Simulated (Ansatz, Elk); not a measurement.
## RbLuSeS (model structure): optical spectrum from first principles

Wanted: where RbLuSeS (model structure) starts to absorb, how strongly, and its refractive index. The structure is a model and need not exist. It was built so: 1 of the 2 Se atoms of the cell replaced by S in the R-3m structure of RbLuSe2. The cell is first relaxed with Ansatz.

Calculated with Elk 11.2.3 (patched build); DFT, LDA, all-electron APW+lo, Dirac cores, scalar-relativistic bands, independent-particle optical response without local fields.

This is a report of a sequence of runs, with the program logs left out and the cost of each run kept.

**1. The structure**

It takes space group R3m (No. 160, trigonal). The conventional cell has a = 4.043 Å, b = 4.043 Å, c = 23.121 Å, α = 90.00°, β = 90.00°, γ = 120.00°. Nearest to Lu lie 3 Se at 2.78 Å and 3 S at 2.78 Å. Rb has 3 S at 3.31 Å and 3 Se at 3.31 Å nearest. Nearest to Se lie 3 Lu at 2.78 Å and 3 Rb at 3.31 Å. Nearest to S lie 3 Lu at 2.78 Å and 3 Rb at 3.31 Å. Farther neighbours, and contacts between anions beyond the nearest, are not listed.

As a file:

```cif
data_structure
_symmetry_space_group_name_H-M 'R3m:H'
_symmetry_Int_Tables_number 160
_cell_length_a 4.0432
_cell_length_b 4.0432
_cell_length_c 23.1213
_cell_angle_alpha 90.000
_cell_angle_beta 90.000
_cell_angle_gamma 120.000
_cell_volume 327.34
loop_
_atom_site_label
_atom_site_type_symbol
_atom_site_symmetry_multiplicity
_atom_site_Wyckoff_symbol
_atom_site_fract_x
_atom_site_fract_y
_atom_site_fract_z
_atom_site_occupancy
Lu1 Lu 3 a 0.33333 0.66667 0.16667 1
Rb1 Rb 3 a 0.00000 0.00000 0.00000 1
Se1 Se 3 a 0.66667 0.33333 0.10154 1
S1 S 3 a 0.00000 0.00000 0.23179 1
```

**2. Relaxation**

Spectra hang on bond lengths, so the cell is first brought to its minimum.

This step: DFT, LDA, plane-wave PAW, default files, scalar-relativistic, relaxation (Ansatz 0.2.0).

input.yaml reads:

```yaml
crystal:
  lattice:
    - [2.02161893, 1.16718224, 7.70709377]
    - [-2.02161893, 1.16718224, 7.70709377]
    - [0.0, -2.33436447, 7.70709377]
  atoms:
    - { symbol: Lu, position: [0.5, 0.5, 0.5] }
    - { symbol: Rb, position: [0.0, 0.0, 0.0] }
    - { symbol: Se, position: [0.23179, 0.23179, 0.23179] }
    - { symbol: S, position: [0.76821, 0.76821, 0.76821] }
kpoints:
  mp_grid: { grid: [7, 7, 7] }
scf:
  occupations: { method: fermi_dirac, width: 0.05 }
hamiltonian:
  xc: lda
output:
  forces: true
  stress: true
relax:
  f_tol: 0.02
  max_steps: 50
  cell: {}
```

Run with:

```
ansatz run input.yaml --threads 2 --pin off --max-ram 5120MiB --backend cpu --events-out ev --progress --plain --runs-dir out
```

Wall time 50 s (2 threads of Arm Neoverse V2, shared host); peak memory 0.46 GiB; 98 s of CPU time.

Step by step:

```csv
step,energy less that of the first step (eV),largest force component (eV/Å),pressure (GPa),volume (Å³)
1,0.0000,0.9493,-2.99,109.11
2,0.0129,1.3369,1.92,101.64
3,-0.1130,0.0692,-0.32,103.78
4,-0.1141,0.0653,-0.05,102.94
5,-0.1145,0.0085,0.01,102.98
6*,-0.1138,0.0086,0.01,102.98
```

Relaxation steps marked * repeat the geometry before them on a plane-wave basis chosen anew for their cell, so energy and pressure can jump there. Relaxation step 2 was tried and not accepted.

Forces are held to the 6 operations that the program found; a distortion that breaks them can't arise in this run.

```csv
"conventional cell, symmetrised",before,after,change
a (Å),4.043,3.959,-2.1 %
b (Å),4.043,3.959,-2.1 %
c (Å),23.121,22.763,-1.5 %
volume (Å³/atom),27.28,25.75,-5.6 %
```

The atoms that moved most (Å, as changes of fractional coordinates times the final cell):

```csv
atom,dx,dy,dz,length
Lu1,0.000,0.000,-0.074,0.074
Rb2,0.000,0.000,0.049,0.049
S4,0.000,0.000,0.024,0.024
```

The relaxed structure:

```xyz
4
Lattice="1.9794 1.1428 7.5876 -1.9794 1.1428 7.5876 0.0000 -2.2856 7.5876" Properties=species:S:1:pos:R:3 pbc="T T T"
Lu    0.0000    0.0000   11.3070
Rb    0.0000    0.0000    0.0491
Se    0.0000    0.0000    5.2781
S     0.0000    0.0000   17.5102
```

The relaxation ends with a largest force component of 0.0086 eV/Å and a pressure of 0.01 GPa.

**3. Ground state**

The self-consistent density comes first; it also tells whether there is a gap, which decides the occupations and the need for a Drude term.

This step: DFT, LDA, all-electron APW+lo, Dirac cores, scalar-relativistic bands, ground state (Elk 11.2.3 (patched build)).

elk.in reads:

```
tasks
  0
  120

xctype
  3

nempty
  10

lorbcnd
  .true.

rgkmax
  7.0

swidth
  0.0018375

maxscl
  100

epsengy
  1e-05

sppath
  './'

avec
  3.7404809877 2.1595677082 14.3385531714
  -3.7404809877 2.1595677082 14.3385531714
  0.0000000000 -4.3191354072 14.3385531729

atoms
  4
  'Lu.in'
  1
  0.4967288538 0.4967288538 0.4967288538   0.000 0.000 0.000
  'Rb.in'
  1
  0.0021578470 0.0021578470 0.0021578470   0.000 0.000 0.000
  'Se.in'
  1
  0.2318707827 0.2318707827 0.2318707827   0.000 0.000 0.000
  'S.in'
  1
  0.7692425165 0.7692425165 0.7692425165   0.000 0.000 0.000

ngridk
  6 6 6

vkloff
  0.2500 0.5000 0.6250
```

Run with:

```
OMP_NUM_THREADS=2 elk
```

Run time: 5.9 min. Hardware: 2 threads; peak memory 0.32 GiB.

Numbers from this step:

```
total energy           : -20376 Ha
Fermi energy           : 5.103 eV
DOS at the Fermi level : 2.93e-8 states/eV/cell
gap on the k-mesh      : 1.738 eV
direct gap on the mesh : 2.586 eV
```

There is a gap, 1.74 eV on this mesh (points off the mesh can give less), so no carriers' term is needed.

**4. Independent particles**

The spectrum is a sum over vertical transitions between filled and empty bands at the fixed density, so many empty bands are needed.

This step: DFT, LDA, all-electron APW+lo, Dirac cores, scalar-relativistic bands, independent-particle optical response without local fields (Elk 11.2.3 (patched build)).

elk.in, as its differences from that of step 3:

```diff
@@ -1,4 +1,7 @@
 tasks
-  0
-  120
+  121
+
+optcomp
+  1 1
+  3 3
 
@@ -17,9 +20,7 @@
 swidth
-  0.0018375
+  0.0036749
 
-maxscl
-  100
-
-epsengy
-  1e-05
+wplot
+  400 100 0
+  0.0 1.10248
```

Run with:

```
OMP_NUM_THREADS=2 elk
```

Elapsed: 3.6 s, on 2 threads; peak memory 0.08 GiB; 7.9 s of CPU time.

Read from the output:

| Item | Value |
| --- | --- |
| electronic dielectric constant ε∞, mean of the axes | 6.468 |

The Im ε has structure finer than the step of the table below, so its rows give means over 1 eV. Peaks (eV: height): E ∥ x 3.3: 11.3, 7.0: 8.37; E ∥ z 3.3: 5.21, 4.2: 5.05, 6.1: 7.52, 7.3: 8.07.

Sum at mesh points, not converged in k; values under the direct gap are tails of Lorentzian lines. Table of Im ε by photon energy; means over each step:

```csv
photon energy (eV),E ∥ x,E ∥ z
1,0.0725,0.0452
2,0.388,0.196
3,6.96,3.03
4,4.91,4.58
5,4.62,4.49
6,6.79,6.96
7,7.44,7.35
8,4.22,6.25
9,2.90,3.67
10,2.16,2.32
11,1.50,1.36
12,1.35,1.01
13,1.31,1.01
14,1.36,0.888
15,1.51,1.32
16,1.26,1.32
17,1.11,1.04
18,0.897,0.843
19,0.714,0.883
20,0.575,0.860
21,0.428,0.546
22,0.461,0.330
23,0.439,0.283
```

The reflectivity at normal incidence has structure finer than the step of the table below, so its rows give means over 1 eV. Peaks (eV: height): E ∥ x 3.3: 38.5, 7.8: 41.3, 9.5: 33.6, 17.1: 17.9; E ∥ z 3.2: 28.2, 8.5: 43.9, 9.6: 44.2, 17.3: 16.2, 20.9: 19.9.

Sum at mesh points, not converged in k. Table of reflectivity at normal incidence by photon energy; means over each step:

```csv
photon energy (eV),E ∥ x (%),E ∥ z (%)
1,20.6,18.1
2,24.4,20.6
3,34.3,25.9
4,23.5,24.5
5,23.0,23.8
6,29.4,29.9
7,36.8,32.4
8,38.6,39.2
9,31.0,39.3
10,29.7,40.1
11,23.2,36.6
12,15.5,22.0
13,12.6,13.9
14,10.7,7.89
15,14.4,9.64
16,14.9,12.8
17,16.3,15.4
18,15.1,9.47
19,15.5,11.9
20,12.0,11.7
21,8.96,18.3
22,6.03,10.3
23,7.94,6.51
```

The loss function −Im 1/ε at q → 0 has structure finer than the step of the table below, so its rows give means over 0.5 eV. Peaks (eV: height): E ∥ x 20.62: 1.81, 23.18: 1.72; E ∥ z 12.30: 1.07, 17.55: 1.30, 21.52: 2.37.

Sum at mesh points, not converged in k; values under the direct gap are tails of Lorentzian lines. The loss function −Im 1/ε at q → 0 by energy loss; means over each step:

```csv
energy loss (eV),E ∥ x,E ∥ z
0.5,6.5e-4,5.4e-4
1.0,0.00139,0.00116
1.5,0.00236,0.00194
2.0,0.00405,0.00327
2.5,0.0123,0.0101
3.0,0.0427,0.0352
3.5,0.110,0.0668
4.0,0.134,0.0759
4.5,0.112,0.0959
5.0,0.106,0.0804
5.5,0.0997,0.0803
6.0,0.104,0.104
6.5,0.122,0.125
7.0,0.123,0.120
7.5,0.155,0.132
8.0,0.214,0.156
8.5,0.282,0.176
9.0,0.336,0.247
9.5,0.348,0.242
10.0,0.429,0.330
10.5,0.505,0.372
11.0,0.655,0.526
11.5,0.722,0.772
12.0,0.733,0.947
12.5,0.728,1.00
13.0,0.714,0.930
13.5,0.723,1.02
14.0,0.645,0.906
14.5,0.601,0.631
15.0,0.630,0.593
15.5,0.724,0.700
16.0,0.784,0.692
16.5,0.808,0.798
17.0,0.897,0.936
17.5,1.03,1.21
18.0,1.11,0.979
18.5,1.18,0.920
19.0,1.41,1.08
19.5,1.58,1.16
20.0,1.51,1.02
20.5,1.73,1.23
21.0,1.63,1.92
21.5,1.25,2.29
22.0,1.22,1.90
22.5,1.17,1.50
23.0,1.53,1.35
```

From ε follow the optical constants at some laser lines:

```csv
wavelength (nm),n x,k x,R (%) x,1/α x,n z,k z,R (%) z,1/α z
1550,2.63,0.010,20.2,13 µm,2.46,0.007,17.8,18 µm
633,2.90,0.046,23.7,1.1 µm,2.63,0.028,20.2,1.8 µm
532,3.13,0.099,26.7,429 nm,2.77,0.054,22.1,778 nm
405,3.49,1.167,35.1,28 nm,2.95,0.471,25.5,68 nm
365,2.64,1.878,37.1,15 nm,2.79,0.912,26.5,32 nm
308,2.20,1.062,22.6,23 nm,2.66,0.934,25.5,26 nm
193,2.32,1.619,32.0,9.5 nm,2.27,1.427,28.7,11 nm
```

Below the direct gap, k and the depth come from the tails of the Lorentzian lines, not from transitions.

Rows near the edge hang on the gap, which this functional as a rule makes too small, and phonon-assisted absorption over an indirect gap is left out.

**5. Outcome**

```json
{
  "electronic dielectric constant ε∞, mean of the axes (independent particles)": "6.47"
}
```

**Reading.** At this level (LDA, independent particles) RbLuSeS has a mean ε∞ = 6.47 and n = 2.63 at 1550 nm (E ∥ x). The cell shrank by 5.6 % in volume. On the mesh the gap is 1.74 eV and the least direct gap 2.59 eV, so on this mesh the band edges lie at different points. The static values by axis are 6.73 (x), 5.94 (z). Excitons and phonon-assisted transitions are missing, and so are local fields; LDA gaps are as a rule too small, which pulls the onset down and ε∞ up. Spin-orbit coupling is left out although heavy atoms are present. The sum runs over mesh points 0.31 Å⁻¹ apart with no interpolation, so peaks are partly noise of the mesh, and static values can be far off. The mesh is shifted off Γ, so gaps read from it can miss the band edges. Not shown from this task: 4 steps that ran out of time.

[Long decimals in the printed logs are rounded to 6 places.]

[Machine, clock and banner lines and Python warnings are left out of the logs.]

[Logs are printed without paths, hosts, clocks, repeated set-up lines and the standing remarks that a program may print on its own settings, such as how far it seeks lower states.]

[Hosts, paths, dates, database ids (printed as entryN), source tags and the programs' standing remarks are cut or masked in the printed files.]

[Where Elk ran, warnings of its patched build on accuracy (core leakage, angular cutoffs, spin-orbit splittings, empty states, lower magnetic states) are left out.]

[Where the starting crystal was built by hand or by swapping elements, it need not be the compound's stable phase.]

[The count of steps not shown may lack steps that the program refused or didn't finish.]
